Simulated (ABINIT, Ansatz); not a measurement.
# KSrCl3 (Pm-3m): modes at Γ and the response to a field

Wanted: the vibrations of KSrCl3 (Pm-3m) at Γ, by two programs.

Program: ABINIT 10.8.3. Level of theory: DFT PBE, scalar-relativistic, plane waves, SPMS norm-conserving pseudopotentials. Results are calculated unless marked as measured.

The structure was built from a prototype and need not be the compound's stable phase.

### Step 1. The starting structure

The structure is cubic, space group Pm-3m (No. 221). The conventional cell has a = 5.677 Å, b = 5.677 Å, c = 5.677 Å, α = 90.00°, β = 90.00°, γ = 90.00°. K has 12 Cl at 4.01 Å nearest. Sr has 6 Cl at 2.84 Å nearest. Nearest to Cl lie 2 Sr at 2.84 Å and 4 K at 4.01 Å. Farther neighbours and most contacts between anions are not listed.

### Step 2. Relaxation

The harmonic expansion needs vanishing forces, and a free crystal bears no stress, so cell and atoms are brought to rest. Stress is more sensitive to the basis than forces are: the last 3 Ha under the cutoff are smoothed with ecutsm, and the cutoff is raised above that of the later runs.

The starting cell comes from a relaxation made beforehand in Ansatz (PBE, PseudoDojo NC).

relax.abi reads:

```
# relaxation
ionmov 2
optcell 2
dilatmx 1.08
ntime 40
tolmxf 1.0d-05
tolvrs 1.0d-14
prtwf 0
prtden 0
chksymtnons 0

# basis, mesh and filling
ecut 38.0
ecutsm 3.0
ngkpt 4 4 4
nshiftk 1
shiftk 0.0 0.0 0.0
istwfk *1
occopt 1
nband 20
nstep 100
diemac 9.0
prtebands 0
prtgsr 0
useylm 1

# cell and atoms
acell 10.72796566 10.72796566 10.72796566
rprim 
    1.0 0.0 0.0
    0.0 1.0 0.0
    0.0 0.0 1.0
ntypat 3
znucl 19 38 17
natom 5
typat 1 2 3 3 3
xred 
    0.0 0.0 0.0
    0.5 0.5 0.5
    0.5 0.5 0.0
    0.5 0.0 0.5
    0.0 0.5 0.5
pp_dirpath "./pseudo"
pseudos "K.psp8, Sr.psp8, Cl.psp8"
```

The run is started by

```sh
$ OMP_NUM_THREADS=1 mpirun -n 4 abinit relax.abi > relax.log
```

Numbers of over 12 decimals in the logs are rounded to 6 here.

relax.abo, the main output file:

```text
[banners, grids, parts of the stress and lines that vanish by symmetry left out]
- input  file    -> relax.abi
- output file    -> relax.abo
- root for input  files -> relaxi
[...]
Symmetries : space group Pm -3 m (#221); Bravais cP (primitive cubic)
[...]
mpw =       17422          nfft =      373248          nkpt =          10
[...]
== DATASET  1 ==================================================================
[...]
cutoff_energies: {ecut:  38.0, pawecutdg:  -1.0, }
[...]
Exchange-correlation functional for the present dataset will be:
  GGA: Perdew-Burke-Ernzerhof functional - ixc=11
[...]
ETOT  1  -113.85119411448    -1.139E+02 6.131E-01 4.227E+02
 ETOT  2  -114.11204491071    -2.609E-01 2.370E-04 1.966E+02
 ETOT  3  -114.11536197524    -3.317E-03 5.656E-05 4.135E+01
 ETOT  4  -114.11562106258    -2.591E-04 4.790E-06 7.403E+00
 ETOT  5  -114.11569799386    -7.693E-05 1.598E-05 1.410E+00
[...]
At SCF step   16       vres2   =  7.87E-15 < tolvrs=  1.00E-14 =>converged.
[...]
sigma(1 1)=  9.82262081E-07  sigma(3 2)=  0.00000000E+00
  sigma(2 2)=  9.82262081E-07  sigma(3 1)=  0.00000000E+00
  sigma(3 3)=  9.82262081E-07  sigma(2 1)=  0.00000000E+00
[...]
convergence: {deltae: -1.180E-11, res2:  7.872E-15, residm:  4.212E-19, diffor: null, }
etotal    :  -1.14115734E+02
[...]
ETOT  1  -114.11573414411    -1.141E+02 3.968E-12 1.918E-03
[...]
At SCF step   11       vres2   =  2.18E-15 < tolvrs=  1.00E-14 =>converged.
[...]
sigma(1 1)=  9.20988119E-07  sigma(3 2)=  0.00000000E+00
  sigma(2 2)=  9.20988119E-07  sigma(3 1)=  0.00000000E+00
  sigma(3 3)=  9.20988119E-07  sigma(2 1)=  0.00000000E+00
[...]
convergence: {deltae:  5.031E-12, res2:  2.177E-15, residm:  1.316E-19, diffor: null, }
etotal    :  -1.14115734E+02
[...]
ETOT  1  -114.11571648677    -1.141E+02 9.406E-10 4.317E-01
[...]
ETOT 13  -114.11573498580    -5.258E-13 8.360E-20 1.129E-14
 ETOT 14  -114.11573498580     8.100E-13 2.438E-20 1.380E-16
 At SCF step   14       vres2   =  1.38E-16 < tolvrs=  1.00E-14 =>converged.
[...]
sigma(1 1)= -1.92897880E-09  sigma(3 2)=  0.00000000E+00
  sigma(2 2)= -1.92897881E-09  sigma(3 1)=  0.00000000E+00
  sigma(3 3)= -1.92897881E-09  sigma(2 1)=  0.00000000E+00
[...]
convergence: {deltae:  8.100E-13, res2:  1.380E-16, residm:  2.438E-20, diffor: null, }
etotal    :  -1.14115735E+02
[...]
At Broyd/MD step   3, gradients are converged :
[...]
sigma(1 1)= -1.92897880E-09  sigma(3 2)=  0.00000000E+00
  sigma(2 2)= -1.92897881E-09  sigma(3 1)=  0.00000000E+00
  sigma(3 3)= -1.92897881E-09  sigma(2 1)=  0.00000000E+00
[...]
- sigma(1 1)= -5.67525158E-05  sigma(3 2)=  0.00000000E+00
- sigma(2 2)= -5.67525158E-05  sigma(3 1)=  0.00000000E+00
- sigma(3 3)= -5.67525160E-05  sigma(2 1)=  0.00000000E+00
[...]
fcart     -0.0000000000E+00 -0.0000000000E+00 -0.0000000000E+00
           strten     -1.9289788048E-09 -1.9289788057E-09 -1.9289788096E-09
================================================================================

[key lines of the parts left out:]
pressure_GPa:   5.6753E-05
Total energy (etotal) [Ha]= -1.14115734985801E+02
```

Wall time 2.6 min (4 MPI ranks of Arm Neoverse V2, shared host); 10 min of CPU time.

Little changed from the start: no atom moved by 0.005 Å and no cell edge by 0.1 %.

Numbers from this step:

| Item | Value |
| --- | --- |
| volume per atom | 36.54 Å³ |
| pressure | 5.68e-5 GPa |

### Step 3. Ground state

First-order wavefunctions inherit every error of the ground state, hence the very tight tolvrs. The mesh is shifted off Γ, since shifted meshes converge sums over the zone faster.

gs.abi reads:

```
# ground state
tolvrs 1.0d-16
prtden 1
prtwf 1

# basis, mesh and filling
ecut 30.0
ngkpt 4 4 4
nshiftk 1
shiftk 0.5 0.5 0.5
istwfk *1
occopt 1
nband 20
nstep 100
diemac 9.0
prtebands 0
prtgsr 0
useylm 1

# cell and atoms
acell 10.72290461 10.72290461 10.72290461
rprim 
    1.0 0.0 0.0
    0.0 1.0 0.0
    0.0 0.0 1.0
ntypat 3
znucl 19 38 17
natom 5
typat 1 2 3 3 3
xred 
    0.0 0.0 0.0
    0.5 0.5 0.5
    0.5 0.5 0.0
    0.5 0.0 0.5
    0.0 0.5 0.5
pp_dirpath "./pseudo"
pseudos "K.psp8, Sr.psp8, Cl.psp8"
```

The run is started by

```sh
$ OMP_NUM_THREADS=1 mpirun -n 4 abinit gs.abi > gs.log
```

gs.abo, the main output file:

```text
[banners, grids, parts of the stress and lines that vanish by symmetry left out]
- input  file    -> gs.abi
- output file    -> gs.abo
- root for input  files -> gsi
[...]
Symmetries : space group Pm -3 m (#221); Bravais cP (primitive cubic)
[...]
mpw =        9688          nfft =      157464          nkpt =           4
[...]
== DATASET  1 ==================================================================
[...]
cutoff_energies: {ecut:  30.0, pawecutdg:  -1.0, }
[...]
Exchange-correlation functional for the present dataset will be:
  GGA: Perdew-Burke-Ernzerhof functional - ixc=11
[...]
ETOT  1  -113.87930278919    -1.139E+02 5.217E-01 1.796E+02
 ETOT  2  -114.11214629816    -2.328E-01 6.142E-05 7.906E+01
 ETOT  3  -114.11537447840    -3.228E-03 5.820E-05 1.349E+01
 ETOT  4  -114.11564968767    -2.752E-04 5.013E-06 3.263E+00
 ETOT  5  -114.11572951944    -7.983E-05 9.130E-06 5.016E-01
[...]
ETOT 17  -114.11575875196     5.514E-12 1.043E-20 5.671E-16
 ETOT 18  -114.11575875196    -2.444E-12 1.163E-21 9.984E-18
 At SCF step   18       vres2   =  9.98E-18 < tolvrs=  1.00E-16 =>converged.
[...]
sigma(1 1)=  1.19174961E-07  sigma(3 2)=  0.00000000E+00
  sigma(2 2)=  1.19174961E-07  sigma(3 1)=  0.00000000E+00
  sigma(3 3)=  1.19174961E-07  sigma(2 1)=  0.00000000E+00
[...]
convergence: {deltae: -2.444E-12, res2:  9.984E-18, residm:  1.163E-21, diffor: null, }
etotal    :  -1.14115759E+02
[...]
sigma(1 1)=  1.19174961E-07  sigma(3 2)=  0.00000000E+00
  sigma(2 2)=  1.19174961E-07  sigma(3 1)=  0.00000000E+00
  sigma(3 3)=  1.19174961E-07  sigma(2 1)=  0.00000000E+00
[...]
- sigma(1 1)=  3.50624841E-03  sigma(3 2)=  0.00000000E+00
- sigma(2 2)=  3.50624841E-03  sigma(3 1)=  0.00000000E+00
- sigma(3 3)=  3.50624841E-03  sigma(2 1)=  0.00000000E+00
[...]
fcart     -0.0000000000E+00 -0.0000000000E+00 -0.0000000000E+00
           strten      1.1917496120E-07  1.1917496120E-07  1.1917496121E-07
================================================================================

[key lines of the parts left out:]
pressure_GPa:  -3.5062E-03
```

Elapsed: 12 s, on 4 MPI ranks; 47 s of CPU time.

This step gave:

| Item | Value |
| --- | --- |
| pressure | -0.003506 GPa |

The cell stands at -0.0035 GPa, close enough for phonons.

### Step 4. Empty bands

Empty bands on the ground state's density check that the gap assumed so far is there in this cell.

gap.abi reads:

```
# empty bands on the ground state's density
iscf -2
getden_filepath "gso_DEN"
tolwfr 1.0d-12
nbdbuf 2
prtwf 0

# basis, mesh and filling
ecut 30.0
ngkpt 4 4 4
nshiftk 1
shiftk 0.0 0.0 0.0
istwfk *1
occopt 1
nband 24
nstep 100
diemac 9.0
prtebands 0
prtgsr 0
useylm 1

# cell and atoms
acell 10.72290461 10.72290461 10.72290461
rprim 
    1.0 0.0 0.0
    0.0 1.0 0.0
    0.0 0.0 1.0
ntypat 3
znucl 19 38 17
natom 5
typat 1 2 3 3 3
xred 
    0.0 0.0 0.0
    0.5 0.5 0.5
    0.5 0.5 0.0
    0.5 0.0 0.5
    0.0 0.5 0.5
pp_dirpath "./pseudo"
pseudos "K.psp8, Sr.psp8, Cl.psp8"
```

The run is started by

```sh
$ OMP_NUM_THREADS=1 mpirun -n 4 abinit gap.abi > gap.log
```

gap.abo, the main output file:

```text
[banners, grids, parts of the stress and lines that vanish by symmetry left out]
- input  file    -> gap.abi
- output file    -> gap.abo
- root for input  files -> gapi
[...]
Symmetries : space group Pm -3 m (#221); Bravais cP (primitive cubic)
[...]
mpw =        9771          nfft =      157464          nkpt =          10
[...]
== DATASET  1 ==================================================================
[...]
cutoff_energies: {ecut:  30.0, pawecutdg:  -1.0, }
[...]
Exchange-correlation functional for the present dataset will be:
  GGA: Perdew-Burke-Ernzerhof functional - ixc=11
[...]
-outvars: echo values of variables after computation
            acell      1.0722904610E+01  1.0722904610E+01  1.0722904610E+01 Bohr
================================================================================
```

Run time: 34 s. Hardware: 4 MPI ranks; 2.2 min of CPU time.

Read from the output:

- gap on the k-mesh: 4.444 eV

In this cell the gap on the mesh is 4.4 eV, indirect (smallest direct 4.7 eV), so fixed occupations hold.

### Step 5. Zone-centre response

The derivative of the wavefunctions by k comes first, since the response to a field is built on it; then the field and the displacements that symmetry doesn't supply are solved at q = 0.

It reads the wavefunctions written in step 3.

dfpt_gamma.abi reads:

```
ndtset 2

# common to the responses
getwfk_filepath "gso_WFK"
kptopt 2
nqpt 1
qpt 0.0 0.0 0.0
asr 0
chneut 0

# d/dk
rfelfd1 2
rfdir1 1 1 1
iscf1 -3
tolwfr1 1.0d-20

# displacements, field
rfphon2 1
rfatpol2 1 5
rfdir2 1 1 1
rfelfd2 3
getddk2 1
tolvrs2 1.0d-10
prtwf2 0

# basis, mesh and filling
ecut 30.0
ngkpt 4 4 4
nshiftk 1
shiftk 0.5 0.5 0.5
istwfk *1
occopt 1
nband 20
nstep 100
diemac 9.0
prtebands 0
prtgsr 0
useylm 1

# cell and atoms
acell 10.72290461 10.72290461 10.72290461
rprim 
    1.0 0.0 0.0
    0.0 1.0 0.0
    0.0 0.0 1.0
ntypat 3
znucl 19 38 17
natom 5
typat 1 2 3 3 3
xred 
    0.0 0.0 0.0
    0.5 0.5 0.5
    0.5 0.5 0.0
    0.5 0.0 0.5
    0.0 0.5 0.5
pp_dirpath "./pseudo"
pseudos "K.psp8, Sr.psp8, Cl.psp8"
```

The run is started by

```sh
$ OMP_NUM_THREADS=1 mpirun -n 4 abinit dfpt_gamma.abi > dfpt_gamma.log
```

dfpt_gamma.abo, the main output file:

```text
[banners, grids, parts of the stress and lines that vanish by symmetry left out]
- input  file    -> dfpt_gamma.abi
- output file    -> dfpt_gamma.abo
- root for input  files -> dfpt_gammai
[...]
DATASET    1 : space group Pm -3 m (#221); Bravais cP (primitive cubic)
[...]
nfft =      157464          nkpt =          32
[...]
DATASET    2 : space group Pm -3 m (#221); Bravais cP (primitive cubic)
[...]
nfft =      157464          nkpt =          32
[...]
== DATASET  1 ==================================================================
[...]
cutoff_energies: {ecut:  30.0, pawecutdg:  -1.0, }
[...]
Exchange-correlation functional for the present dataset will be:
  GGA: Perdew-Burke-Ernzerhof functional - ixc=11
[...]
- 17.00000   7.00000    220124                znucl, zion, pspdat
[...]
Perturbation : derivative vs k along direction   1
[...]
-ETOT  1  -13.224719171957     -1.322E+01 1.214E-01 0.000E+00
 ETOT  2  -13.303540954815     -7.882E-02 8.000E-04 0.000E+00
 ETOT  3  -13.304614792982     -1.074E-03 2.238E-05 0.000E+00
 ETOT  4  -13.304640144083     -2.535E-05 5.470E-07 0.000E+00
 ETOT  5  -13.304640925470     -7.814E-07 3.164E-08 0.000E+00
[...]
At SCF step   15   max residual=  9.69E-21 < tolwfr=  1.00E-20 =>converged.
[...]
Perturbation : derivative vs k along direction   2
[...]
-ETOT  1  -13.224021599864     -1.322E+01 1.214E-01 0.000E+00
[...]
At SCF step   14   max residual=  9.89E-21 < tolwfr=  1.00E-20 =>converged.
[...]
Perturbation : derivative vs k along direction   3
[...]
-ETOT  1  -13.224719154865     -1.322E+01 1.214E-01 0.000E+00
[...]
At SCF step   15   max residual=  9.69E-21 < tolwfr=  1.00E-20 =>converged.
[...]
1        1       0.8355238868   -0.0000000000
     1        2       0.0000000000    0.0000000000
     1        3       0.0000000000    0.0000000000
     2        1       0.0000000000    0.0000000000
     2        2       0.8355238867   -0.0000000000
     2        3       0.0000000000    0.0000000000
     3        1       0.0000000000    0.0000000000
     3        2       0.0000000000    0.0000000000
     3        3       0.8355238867    0.0000000000
[...]
== DATASET  2 ==================================================================
[...]
cutoff_energies: {ecut:  30.0, pawecutdg:  -1.0, }
[...]
Exchange-correlation functional for the present dataset will be:
  GGA: Perdew-Burke-Ernzerhof functional - ixc=11
[...]
Perturbation : displacement of atom   1   along direction   1
[...]
-ETOT  1   3.579993     -3.255E+03 1.130E+01 2.029E+03
[...]
At SCF step   13       vres2   =  3.84E-11 < tolvrs=  1.00E-10 =>converged.
[...]
Perturbation : displacement of atom   2   along direction   1
[...]
-ETOT  1   7.576516     -1.852E+03 1.164E+00 7.851E+03
[...]
At SCF step   13       vres2   =  9.89E-12 < tolvrs=  1.00E-10 =>converged.
[...]
Perturbation : displacement of atom   3   along direction   1
[...]
-ETOT  1   1.908079     -1.261E+03 1.712E+00 3.485E+03
[...]
At SCF step   13       vres2   =  1.62E-11 < tolvrs=  1.00E-10 =>converged.
[...]
Perturbation : displacement of atom   3   along direction   3
[...]
-ETOT  1   9.500009     -1.272E+03 2.270E+00 8.702E+03
[...]
At SCF step   13       vres2   =  1.19E-11 < tolvrs=  1.00E-10 =>converged.
[...]
Perturbation : homogeneous electric field along direction   1
[...]
-ETOT  1  -37.494868052076     -3.749E+01 4.049E-01 3.371E+04
[...]
ETOT 13  -46.098247768928     -5.755E-13 2.209E-15 1.590E-10
 ETOT 14  -46.098247768928      9.948E-14 1.261E-16 2.886E-12
 At SCF step   14       vres2   =  2.89E-12 < tolvrs=  1.00E-10 =>converged.
[...]
Dielectric tensor, in cartesian coordinates,
[...]
1    7   1    7         2.3684284749        -0.0000000000
   1    7   2    7        -0.0000000000        -0.0000000000
   1    7   3    7        -0.0000000000        -0.0000000000
   2    7   1    7        -0.0000000000        -0.0000000000
   2    7   2    7         2.3684284749        -0.0000000000
   2    7   3    7        -0.0000000000        -0.0000000000
   3    7   1    7        -0.0000000000        -0.0000000000
   3    7   2    7        -0.0000000000        -0.0000000000
   3    7   3    7         2.3684284749        -0.0000000000
  Effective charges, in cartesian coordinates,
[...]
1    1   1    7         1.2645123929         0.0000000000
   2    1   1    7         0.0000000000         0.0000000000
   3    1   1    7         0.0000000000         0.0000000000
   1    2   1    7         2.3880102548         0.0000000000
   2    2   1    7         0.0000000000         0.0000000000
[...]
Effective charges, in cartesian coordinates,
[...]
2    7   1    5         0.0000000000         0.0000000000
   3    7   1    5         0.0000000000         0.0000000000
   1    7   2    5         0.0000000000         0.0000000000
   2    7   2    5        -0.8673703168         0.0000000000
   3    7   2    5         0.0000000000         0.0000000000
   1    7   3    5         0.0000000000         0.0000000000
   2    7   3    5         0.0000000000         0.0000000000
   3    7   3    5        -0.8673703168         0.0000000000
  Phonon wavevector (reduced coordinates) :  0.00000  0.00000  0.00000
 Phonon energies in Hartree :
[...]
Phonon frequencies in cm-1    :
- -6.180837E+01 -6.180837E+01 -6.180837E+01 -2.442210E+01 -2.442210E+01
- -2.442210E+01  2.731592E+00  2.731592E+00  2.731592E+00  8.014418E+01
-  8.014418E+01  8.014418E+01  2.333969E+02  2.333969E+02  2.333969E+02
  Phonon at Gamma, with non-analyticity in the
[...]
Phonon energies in Hartree :
[...]
Phonon frequencies in cm-1    :
- -6.180837E+01 -6.180837E+01 -2.442210E+01 -2.442210E+01 -2.442210E+01
-  2.712782E+00  2.731592E+00  2.731592E+00  4.174642E+01  8.014418E+01
-  8.014418E+01  9.763396E+01  2.333969E+02  2.333969E+02  2.727115E+02
  Phonon at Gamma, with non-analyticity in the
[...]
Phonon energies in Hartree :
[...]
Phonon frequencies in cm-1    :
- -6.180837E+01 -6.180837E+01 -2.442210E+01 -2.442210E+01 -2.442210E+01
-  2.712782E+00  2.731592E+00  2.731592E+00  4.174642E+01  8.014418E+01
-  8.014418E+01  9.763396E+01  2.333969E+02  2.333969E+02  2.727115E+02
  Phonon at Gamma, with non-analyticity in the
[...]
Phonon energies in Hartree :
[...]
Phonon frequencies in cm-1    :
- -6.180837E+01 -6.180837E+01 -2.442210E+01 -2.442210E+01 -2.442210E+01
-  2.712782E+00  2.731592E+00  2.731592E+00  4.174642E+01  8.014418E+01
-  8.014418E+01  9.763396E+01  2.333969E+02  2.333969E+02  2.727115E+02
[...]
fcart2     0.0000000000E+00  0.0000000000E+00  0.0000000000E+00
           strten2     0.0000000000E+00  0.0000000000E+00  0.0000000000E+00
================================================================================
```

Run time: 5.6 min. Hardware: 4 MPI ranks.

Read from the output:

- miss of the charge sum rule: 0.008563 e
- largest acoustic frequency at the zone centre before the sum rule: 2.73 cm⁻¹
- highest optical zone-centre mode (no LO-TO term): 233.4 cm⁻¹
- lowest optical zone-centre mode: -61.81 cm⁻¹
- mean high-frequency dielectric constant: 2.368
- largest Born charge in size (third of the trace): 2.388 e

Born charge (rows field, columns displacement), before the sum rule (e), principal values of the symmetric part by kind of site:

```tsv
atom	atoms with these values	low	middle	high	mean
K1	1	1.26	1.26	1.26	1.26
Sr2	1	2.39	2.39	2.39	2.39
Cl3	3	-1.91	-0.87	-0.87	-1.21
```

In full for Cl3:

```
-0.87  0.00  0.00
 0.00 -0.87  0.00
 0.00  0.00 -1.91
```

High-frequency dielectric tensor:

```
2.37 0.00 0.00
0.00 2.37 0.00
0.00 0.00 2.37
```

The acoustic modes at Γ come out as far as 2.7 cm⁻¹ from zero, where they should vanish, a small numerical error; the Born charges miss their sum rule by 0.0086 e, which is good. The lowest optical mode is imaginary, 62i cm⁻¹, an instability at this level and on this k mesh.

(Continued in part 2 of 2.)

[Host names and launcher messages were left out of these logs when they were recorded.]

[Logs are printed without paths, hosts, clocks, repeated set-up lines and the standing remarks that a program may print on its own settings, such as how far it seeks lower states.]

[Hosts, paths, dates, database ids (printed as entryN), source tags and the programs' standing remarks are cut or masked in the printed files.]
